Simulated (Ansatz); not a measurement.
**BiP (model cell, started as NiAs type): phonons and vibrational spectra**

Wanted: vibrations and spectra of BiP (model cell, started as NiAs type); the cell is already relaxed.

Calculated with Ansatz 0.2.0; DFT PBEsol, scalar-relativistic, plane waves, norm-conserving pseudopotentials.

The structure was built from a prototype and need not be the compound's stable phase.

The structure is hexagonal, space group P6_3/mmc (No. 194). Conventional cell: a = 3.968 Å, b = 3.968 Å, c = 7.176 Å, α = 90.00°, β = 90.00°, γ = 120.00°. Nearest to Bi lie 6 P at 2.91 Å. P has 6 Bi at 2.91 Å nearest. Farther neighbours are not listed.

| Quantity | Value |
| --- | --- |
| space group (within 0.01 Å) | P6_3/mmc |
| volume per atom | 24.5 Å³ |
| electronic character | no gap on this mesh |
| highest optical mode at the zone centre (no LO-TO term) | 250 cm⁻¹ |
| lowest optical zone-centre mode | -142 cm⁻¹ |
| imaginary modes at Γ (the only wavevector solved) | yes |

What this shows: A zone-centre mode is imaginary (141.9i cm⁻¹), so this structure is not a minimum of the energy. The optical modes at Γ span -142 to 250 cm⁻¹ (negative means imaginary). No dispersion was computed. The highest mode in this list at Γ, 249.5 cm⁻¹, is mostly motion of P (100 % of the kinetic energy). With no gap, or one that is small against the smearing, the frequencies hang on the k mesh and the smearing, most of all near Kohn anomalies. Spin-orbit coupling is left out, which can matter for the heavy elements here. The starting cell was built on a prototype and not taken from a measurement, so the phase need not exist. These are harmonic frequencies at zero temperature: anharmonic shifts, linewidths and thermal expansion are left out.

What was the input of the first run?

The input that was used:

File input.yaml:

```yaml
crystal:
  lattice:
    - [3.9681428259, -2.8022e-06, 0.0]
    - [-1.9840689862, 3.4365138941, 0.0]
    - [0.0, 0.0, 7.1762173764]
  atoms:
    - { symbol: Bi, position: [0.0, 0.0, 0.0] }
    - { symbol: Bi, position: [0.0, 0.0, 0.5] }
    - { symbol: P, position: [0.3333333333, 0.6666666667, 0.25] }
    - { symbol: P, position: [0.6666666667, 0.3333333333, 0.75] }
kpoints:
  mp_grid: { grid: [12, 12, 8] }
hamiltonian:
  xc: pbesol
  pseudopotentials: { kind: nc }
scf:
  occupations: { method: methfessel_paxton, width: 0.2 }
output:
  eigenvalues: true
phonons:
  method: dfpt
```

The run is started by

```
> ansatz run input.yaml --threads 4 --pin off --max-ram 7168MiB --backend cpu --events-out ev --progress --plain --runs-dir out
```

[Logs are printed without paths, hosts, clocks, repeated set-up lines and the standing remarks that a program may print on its own settings, such as how far it seeks lower states.]

[Hosts, paths, dates, database ids (printed as entryN), source tags and the programs' standing remarks are cut or masked in the printed files.]
